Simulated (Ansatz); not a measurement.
**PbO2 (PbO2, Fm-3m): from the cell to its phonons**

Aim: the vibrations of PbO2 (PbO2, Fm-3m), their spectra, and whether the structure is stable.

Main program and level: Ansatz 0.2.0; DFT PBEsol, scalar-relativistic, plane waves, PAW; PAW set soft_1.

Report form: the programs' logs are mostly left out.

The database entry behind the starting cell lists a pressure of 16.0 GPa, so it need not match the best structure at ambient conditions.

### 1. The starting structure

Symmetry: Fm-3m, No. 225, cubic system. Conventional cell: a = 5.140 Å, b = 5.140 Å, c = 5.140 Å, α = 90.00°, β = 90.00°, γ = 90.00°. Nearest to Pb lie 8 O at 2.23 Å. Nearest to O lie 4 Pb at 2.23 Å. Farther neighbours and most contacts between anions are not listed.

### 2. Rough relaxation

The start is far from rest, so a relaxation with loose tolerances brings it close first.

input.yaml

```yaml
crystal:
  lattice:
    - [0.0, 2.57, 2.57]
    - [2.57, 0.0, 2.57]
    - [2.57, 2.57, 0.0]
  atoms:
    - { symbol: Pb, position: [0.0, 0.0, 0.0] }
    - { symbol: O, position: [0.25, 0.25, 0.25] }
    - { symbol: O, position: [0.75, 0.75, 0.75] }
kpoints:
  mp_grid: { grid: [6, 6, 6] }
hamiltonian:
  xc: pbesol
  pseudopotentials: { kind: paw, azcp: { folder: soft_1 }, xc_functional: pbe }
scf:
  occupations: { method: gaussian, width: 0.1 }
output:
  forces: true
  stress: true
  eigenvalues: true
relax:
  adjacent_minimum: "off"
  f_tol: 0.05
  max_steps: 80
  cell: { stress_tol: 0.5 }
```

Started as:

```bash
$ ansatz run input.yaml --threads 4 --pin off --max-ram 10240MiB --backend cpu --events-out ev --progress --plain --runs-dir out
```

Elapsed: 2 s, on 4 threads of Arm Neoverse V1, shared host; peak memory 0.29 GiB; 6 s of CPU time.

The steps of the relaxation:

```tsv
step	energy less that of the first step (eV)	largest force component (eV/Å)	pressure (GPa)	volume (Å³)
1	0.0000	0.0000	21.65	33.95
2	-0.2114	0.0000	-1.44	37.93
3	-0.2136	0.0000	-0.24	37.65
4*	-0.2324	0.0000	0.52	37.65
5	-0.2323	0.0000	0.03	37.77
6*	-0.2325	0.0000	0.03	37.77
```

Relaxation steps marked * repeat the geometry before them on a plane-wave basis chosen anew for their cell, so energy and pressure can jump there.

Forces are held to the 48 operations that the run works with; a distortion that breaks them can't arise in this run.

```tsv
conventional cell, symmetrised	before	after	change
a (Å)	5.140	5.326	+3.6 %
b (Å)	5.140	5.326	+3.6 %
c (Å)	5.140	5.326	+3.6 %
volume (Å³/atom)	11.32	12.59	+11.3 %
```

Final coordinates:

```cif
data_structure
_symmetry_space_group_name_H-M 'P 1'
_symmetry_Int_Tables_number 1
_cell_length_a 3.7661
_cell_length_b 3.7661
_cell_length_c 3.7661
_cell_angle_alpha 60.000
_cell_angle_beta 60.000
_cell_angle_gamma 60.000
_cell_volume 37.77
loop_
_atom_site_label
_atom_site_type_symbol
_atom_site_fract_x
_atom_site_fract_y
_atom_site_fract_z
_atom_site_occupancy
Pb1 Pb 0.00000 0.00000 0.00000 1
O2 O 0.25000 0.25000 0.25000 1
O3 O 0.75000 0.75000 0.75000 1
```

Numbers from this step:

* pressure: 0.02951 GPa
* volume per atom: 12.59 Å³
* gap on the k-mesh: 0 eV

In this step the volume went from 11.32 to 12.59 Å³/atom.

### 3. Bringing the structure to rest

The cell and atoms are relaxed, since residual forces and stress would shift the frequencies.

input.yaml, the sections that differ from step 2:

```yaml
crystal:
  lattice:
    - [0.0, 2.6630401718, 2.6630401718]
    - [2.6630401718, 0.0, 2.6630401718]
    - [2.6630401718, 2.6630401718, 0.0]
  atoms:
    - { symbol: Pb, position: [0.0, 0.0, 0.0] }
    - { symbol: O, position: [0.25, 0.25, 0.25] }
    - { symbol: O, position: [0.75, 0.75, 0.75] }
kpoints:
  mp_grid: { grid: [14, 14, 14] }
relax:
  adjacent_minimum: "off"
  f_tol: 0.005
  max_steps: 80
  cell: { stress_tol: 0.05 }
# hamiltonian, scf, output: as in step 2
```

Wall time 3.7 s (4 threads); peak memory 0.37 GiB; 14 s of CPU time.

Little changed from the start: no atom moved by 0.005 Å and no cell edge by 0.1 %.

This step gave:

```yaml
pressure: -0.03951 GPa
volume_per_atom: 12.61 Å³
```

In this step the volume went from 12.59 to 12.61 Å³/atom.

### 4. Relaxing to small forces for the phonons

Phonons need a cell at rest on their own settings, so the relaxation is repeated with tight tolerances on forces and stress on the k mesh and occupations of the first response run.

input.yaml, the sections that differ from step 3:

```yaml
crystal:
  lattice:
    - [0.0, 2.6647415015, 2.6647415015]
    - [2.6647415015, 0.0, 2.6647415015]
    - [2.6647415015, 2.6647415015, 0.0]
  atoms:
    - { symbol: Pb, position: [0.0, 0.0, 0.0] }
    - { symbol: O, position: [0.25, 0.25, 0.25] }
    - { symbol: O, position: [0.75, 0.75, 0.75] }
kpoints:
  mp_grid: { grid: [16, 16, 16] }
scf:
  occupations: { method: methfessel_paxton, width: 0.2 }
relax:
  adjacent_minimum: "off"
  f_tol: 0.001
  max_steps: 60
  cell: { stress_tol: 0.01 }
# hamiltonian, output: as in step 3
```

Run time: 5.2 s. Hardware: 4 threads; peak memory 0.39 GiB.

Little changed from the start: no atom moved by 0.005 Å and no cell edge by 0.1 %.

This step gave:

```
pressure : 0.006974 GPa
```

The forces vanish by symmetry and the pressure is 0.007 GPa, within the tolerances set. The cell now holds 12.61 Å³/atom.

### 5. Modes at Γ

The zone centre comes first: it holds the modes that light can see, as far as symmetry allows. No field response is asked, since the mesh shows no gap.

input.yaml, the sections that differ from step 4:

```yaml
crystal:
  lattice:
    - [0.0, 2.6644545098, 2.6644545098]
    - [2.6644545098, 0.0, 2.6644545098]
    - [2.6644545098, 2.6644545098, 0.0]
  atoms:
    - { symbol: Pb, position: [0.0, 0.0, 0.0] }
    - { symbol: O, position: [0.25, 0.25, 0.25] }
    - { symbol: O, position: [0.75, 0.75, 0.75] }
output:
  eigenvalues: true
phonons:
  method: dfpt
# kpoints, hamiltonian, scf: as in step 4
# relax: removed
```

It took 20 s on 4 threads; peak memory 0.91 GiB.

This step gave:

* sum-rule residual before enforcement: 2.79e-5 eV/Å²
* point group: m-3m
* highest optical mode at the zone centre (no LO-TO term): 431.6 cm⁻¹
* lowest optical zone-centre mode: 263.9 cm⁻¹

Patterns of degenerate modes are one choice out of their space. The modes at Γ (shares of kinetic energy by element, %):

```tsv
mode	frequency (cm⁻¹)	symmetry	Pb %	O %
1	0.0	acoustic	87	13
2	0.0	acoustic	87	13
3	0.0	acoustic	87	13
4	263.9	T1u	13	87
5	263.9	T1u	13	87
6	263.9	T1u	13	87
7	431.6	T2g	0	100
8	431.6	T2g	0	100
9	431.6	T2g	0	100
```

Displacements in mode 6 (263.9 cm⁻¹), the largest set to 1:
```
Pb1  0.00  0.00 -0.15
O2   0.00  0.00  1.00
O3   0.00  0.00  1.00
```

Displacements in mode 7 (431.6 cm⁻¹), the largest set to 1:
```
Pb1  0.00  0.00  0.00
O2   0.35 -0.58 -1.00
O3  -0.35  0.58  1.00
```

Before it was imposed, the acoustic sum rule was missed by 2.8e-5 eV/Å². Small misses are needed for a sound result but don't prove that mesh and cutoff are converged. The lowest optical mode is real, 264 cm⁻¹.

### 6. Response at finite wavevector

Stability and thermal properties need the whole zone. Linear response on a 4×4×4 q mesh gives force constants as far as a supercell of that size would.

input.yaml: that of step 5 with these lines changed.

```diff
@@ -20 +20,8 @@
   method: dfpt
+  qmesh: [4, 4, 4]
+  temperatures: { t_max: 1000, t_step: 50 }
+  qpath:
+    path:
+      - [[0.0, 0.0, 0.0], [0.5, 0.0, 0.5], [0.625, 0.25, 0.625]]
+      - [[0.375, 0.375, 0.75], [0.0, 0.0, 0.0], [0.5, 0.5, 0.5], [0.5, 0.25, 0.75], [0.5, 0.0, 0.5]]
+    npoints: 10
```

Elapsed: 12 min, on 4 threads; peak memory 5.2 GiB.

This step gave:

```
sum-rule residual before enforcement                    : 2.84e-5 eV/Å²
lowest frequency on the path                            : -229.0 cm⁻¹
highest frequency on the path or at a solved wavevector : 538.5 cm⁻¹
lowest mode on the q mesh (acoustic modes at Γ apart)   : -229.0 cm⁻¹
```

Frequencies (cm⁻¹) solved at each irreducible wavevector; negative means imaginary. Frequencies by wavevector, by row:

```tsv
q in reciprocal lattice units	star	mode 1	mode 2	mode 3	mode 4	mode 5	mode 6	mode 7	mode 8	mode 9
0 0 0	1	0	0	0	263.9	263.9	263.9	431.6	431.6	431.6
0 0 0.25	8	64	64	100.5	304	304	399.3	418.1	418.1	435.7
0 0 -0.5	4	80.9	80.9	152.2	370.5	370.5	376.8	376.8	431.9	436
0 0.25 0.25	6	17.9	17.9	132.8	203.4	203.4	291.4	465.6	465.6	471.5
0 0.25 -0.5	24	80.7	102.1	110.4	145.5	214.7	270.2	461.6	474.9	510.8
0 0.25 -0.25	12	-38.8	82.2	132.9	143.8	325.6	363.9	406.9	457.2	495.4
0 -0.5 -0.5	3	-229	-70	-70	92.9	92.9	178	489.5	489.5	538.5
0.25 -0.5 -0.25	6	-189	-149	95.3	134.3	134.3	385.4	385.4	514.5	518.7
```

Interpolated from a 4×4×4 q mesh. The phonon branches at the labelled points (cm⁻¹):

```tsv
point	branch 1	branch 2	branch 3	branch 4	branch 5	branch 6	branch 7	branch 8	branch 9
Γ	0	0	0	264	264	264	432	432	432
halfway	18	18	133	203	203	291	466	466	472
X	-229	-70	-70	93	93	178	490	490	538
halfway	-222	76	92	101	103	181	484	488	536
U	-197	90	118	145	183	245	468	481	528
jump to K	-197	90	118	145	183	245	468	481	528
halfway	38	75	118	202	361	372	396	434	476
Γ	0	0	0	264	264	264	432	432	432
halfway	64	64	100	304	304	399	418	418	436
L	81	81	152	370	370	377	377	432	436
halfway	84	112	131	183	196	391	392	490	493
W	-189	-149	95	134	134	385	385	514	519
halfway	-216	-98	95	106	157	233	464	499	533
X	-229	-70	-70	93	93	178	490	490	538
```

Tetrahedra on a 20×20×20 mesh, mean over bins of 10 cm-1. Interpolated from a 4×4×4 q mesh. The phonon density of states by wavenumber; read off at these points:

```tsv
wavenumber (cm⁻¹)	phonon density of states (1/cm⁻¹/cell)
-225	6.1e-4
-195	0.00233
-175	0.00247
-145	0.0021
-115	0.00239
-95	0.0022
-65	0.00245
-35	0.00222
-15	0.00226
15	0.00529
45	0.0114
65	0.0166
85	0.0446
95	0.0303
125	0.0355
145	0.0249
175	0.00941
195	0.00823
225	0.00873
255	0.0106
275	0.0101
305	0.00981
335	0.0105
355	0.0113
375	0.0161
385	0.00758
415	0.0156
435	0.0199
465	0.0283
485	0.0329
495	0.0261
515	0.0155
545	0
```

The partial phonon density of states has structure finer than the step of the table below, so its rows give means over 25 cm⁻¹, whole bins alone (the curve runs from -238 to 564 cm⁻¹). Peaks (cm⁻¹: height): O 483.5: 0.0312; Pb 85.0: 0.0419, 130.4: 0.0285.

Phonopy on the run's constants, 19x19x19 mesh, Gaussian sigma 5.7 cm-1. Interpolated from a 4×4×4 q mesh. The partial phonon density of states by wavenumber; means over each step; values in 1/cm⁻¹/cell:

```tsv
wavenumber (cm⁻¹)	O	Pb
-225	8.8e-4	0
-200	0.00227	0
-175	0.00260	0
-150	0.00219	7.7e-6
-125	0.00249	2.1e-5
-100	0.00279	7.7e-5
-75	0.00203	1.1e-4
-50	0.00265	3.8e-4
-25	0.00106	3.7e-4
0	5.0e-4	7.9e-4
25	0.00206	0.00489
50	0.00317	0.00890
75	0.00334	0.0279
100	0.00238	0.0241
125	0.00391	0.0250
150	0.00461	0.0181
175	0.00496	0.00363
200	0.00653	0.00152
225	0.00751	9.3e-4
250	0.00954	8.3e-4
275	0.00963	5.6e-4
300	0.00930	3.3e-4
325	0.00993	2.3e-4
350	0.0109	1.7e-4
375	0.0121	1.5e-4
400	0.0137	1.5e-4
425	0.0172	1.8e-4
450	0.0249	2.4e-4
475	0.0298	2.0e-4
500	0.0232	1.3e-4
525	0.0110	4.0e-5
550	8.1e-4	3.0e-7
```

Symmetry leaves 8 wavevectors to solve. The lowest mode among them, the acoustic zeros apart, lies at q = (0, -0.5, -0.5) and is imaginary, 229.0i cm⁻¹, so the energy falls along it.

### 7. Another isotope, element O, natural mass 15.999 amu

An isotope changes the mass and not the force constants, so no new electronic calculation is needed; the shifts show which modes move this element.

The same force constants with the mass of O changed from 15.999 to 17.999 u (phonopy, no LO-TO term). Both lists are sorted by frequency; levels can cross, so a row need not hold one and the same mode. Modes under 3 cm⁻¹ are left out. Isotope shifts, by row:

```tsv
q	rank	natural mass (cm⁻¹)	changed mass (cm⁻¹)
0 0 0	4	263.9	250.9
0 0 0	5	263.9	250.9
0 0 0	6	263.9	250.9
0 0 0	7	431.6	406.9
0 0 0	8	431.6	406.9
0 0 0	9	431.6	406.9
0 0 0.25	1	64.03	63.8
0 0 0.25	2	64.03	63.8
0 0 0.25	3	100.5	99.91
0 0 0.25	4	304	287.6
0 0 0.25	5	304	287.6
0 0 0.25	6	399.3	378.5
0 0 0.25	7	418.1	394.2
0 0 0.25	8	418.1	394.2
0 0 0.25	9	435.7	410.8
0 0 -0.5	1	80.91	80.82
0 0 -0.5	2	80.91	80.82
0 0 -0.5	3	152.2	152.1
0 0 -0.5	4	370.5	349.3
0 0 -0.5	5	370.5	349.3
0 0 -0.5	6	376.8	355.6
0 0 -0.5	7	376.8	355.6
0 0 -0.5	8	431.9	407.6
0 0 -0.5	9	436	411
0 0.25 0.25	1	17.91	17.68
0 0.25 0.25	2	17.91	17.68
0 0.25 0.25	3	132.8	132.5
0 0.25 0.25	4	203.4	194.3
0 0.25 0.25	5	203.4	194.3
0 0.25 0.25	6	291.4	274.8
0 0.25 0.25	7	465.6	439.1
0 0.25 0.25	8	465.6	439.1
0 0.25 0.25	9	471.5	445.5
```

A mode of this element alone would shift by -5.72 %. The highest zone-centre frequency without the field goes from 431.6 to 406.9 cm⁻¹ (-5.7 %). The product of the frequency ratios over all optical modes at Γ is 0.720; the product rule, (m/m′)^(3k/2) (M′/M)^(3/2) with k = 2 such atoms and M the mass of the cell, gives 0.720.

### 8. Another isotope, element Pb, natural mass 207.2 amu

The same for Pb, from 207.20 to 203.97 u.

A mode of this element alone would shift by +0.79 %. The highest zone-centre frequency without the field goes from 431.6 to 431.6 cm⁻¹ (+0.0 %). The product of the frequency ratios over all optical modes at Γ is 1.003; the product rule, (m/m′)^(3k/2) (M′/M)^(3/2) with k = 1 such atoms and M the mass of the cell, gives 1.003.

### 9. Summary of results

- space group after relaxation (within 0.01 Å): Fm-3m
- volume per atom: 12.6 Å³
- electronic character: no gap on this mesh
- highest optical mode at the zone centre (no LO-TO term): 432 cm⁻¹
- lowest optical zone-centre mode: 264 cm⁻¹
- lowest mode on the q mesh (acoustic modes at Γ apart): -229 cm⁻¹
- highest frequency on the path or at a solved wavevector: 539 cm⁻¹
- imaginary modes on the 4×4×4 q mesh: yes

In words: Modes are clearly imaginary (beyond 10i cm⁻¹) at 3 of the 8 irreducible wavevectors, most at q = (0, -0.5, -0.5) (229.0i cm⁻¹), so this structure is not a minimum of the energy. The optical modes at Γ span 264 to 432 cm⁻¹. The highest mode in this list at Γ, 431.6 cm⁻¹, is mostly motion of O (100 % of the kinetic energy). With no gap, or one that is small against the smearing, the frequencies hang on the k mesh and the smearing, most of all near Kohn anomalies. Spin-orbit coupling is left out, which can matter for the heavy elements here. The PAW files were made for PBE and serve the other functionals too. These are harmonic frequencies at zero temperature: anharmonic shifts, linewidths and thermal expansion are left out.

[Logs are printed without paths, hosts, clocks, repeated set-up lines and the standing remarks that a program may print on its own settings, such as how far it seeks lower states.]

[Hosts, paths, dates, database ids (printed as entryN), source tags and the programs' standing remarks are cut or masked in the printed files.]
